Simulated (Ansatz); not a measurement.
# BN (P6_3/mmc): refractive index against wavelength

The refractive index of BN (P6_3/mmc) along x below the direct gap (4.69 eV on the mesh) is read from one computed spectrum, n = √(Re ε). x, y and z are the Cartesian axes of the input cell.

It takes space group P6_3/mmc (No. 194, hexagonal). Conventional cell: a = 2.498 Å, b = 2.498 Å, c = 6.636 Å, α = 90.00°, β = 90.00°, γ = 120.00°. N on site d has 3 B at 1.44 Å as nearest neighbours. B on site c has 3 N at 1.44 Å as nearest neighbours.

Method: Ansatz 0.2.0, PBE, independent particles, k-mesh 15×15×5 with interpolation inside its cells, Gaussian parameter 0.2 eV.

Launch of the response step: `ansatz run input.yaml --threads 4 --pin off --max-ram 8192MiB --backend cpu --events-out ev --progress --plain --runs-dir out`. The run took 8 s, on 4 threads of Arm Neoverse V1, with other jobs on the host.

| wavelength (nm) | photon energy E (eV) | n |
| --- | --- | --- |
| 1064 | 1.165 | 2.2241 |
| 850 | 1.459 | 2.2388 |
| 700 | 1.771 | ? |
| 633 | 1.959 | 2.2739 |
| 532 | 2.331 | 2.3101 |
| 450 | 2.755 | 2.3658 |
| 405 | 3.061 | 2.4191 |

In the single-oscillator model n² − 1 = E₀E_d/(E₀² − E²), so 1/(n² − 1) = E₀/E_d − E²/(E₀E_d) is linear in E².

Working, on the rows shown:

| x = E² (eV²) | y = 1/(n² − 1) |
| --- | --- |
| 1.35784 | 0.253381 |
| 2.12762 | 0.249238 |
| 3.83641 | 0.239772 |
| 5.43137 | 0.230597 |
| 7.59115 | 0.217533 |
| 9.37179 | 0.206099 |

Means: x̄ = 4.9527, ȳ = 0.23277. Σ(x − x̄)(y − ȳ) = -0.2875, Σ(x − x̄)² = 48.87. Slope = -0.2875 / 48.87 = -0.005884; intercept = ȳ − slope · x̄ = 0.26191. Turned back into n, the line misses the rows shown by at most 0.0033.

Q: Fill in the last column of the withheld row.

A: At x = 3.1372 the line gives y = 0.24345, that is 2.2600. The run gave 2.2591, so the interpolation is off by 0.00089, 0.5 % of the range in the table.

Refitted with all rows, the slope is -0.005891 and the intercept 0.26198. These give E₀ = √(intercept/−slope) = 6.67 eV and E_d = E₀/intercept = 25.5 eV; E₀ is 1.4 times the direct gap. The electronic limit at long wavelengths, without lattice vibrations, is n = √(1 + 1/intercept) = 2.195. The cell comes from an older database entry, whose edges can be off by a per cent or so. Excitons are left out and so are local fields; PBE gaps are as a rule too small.
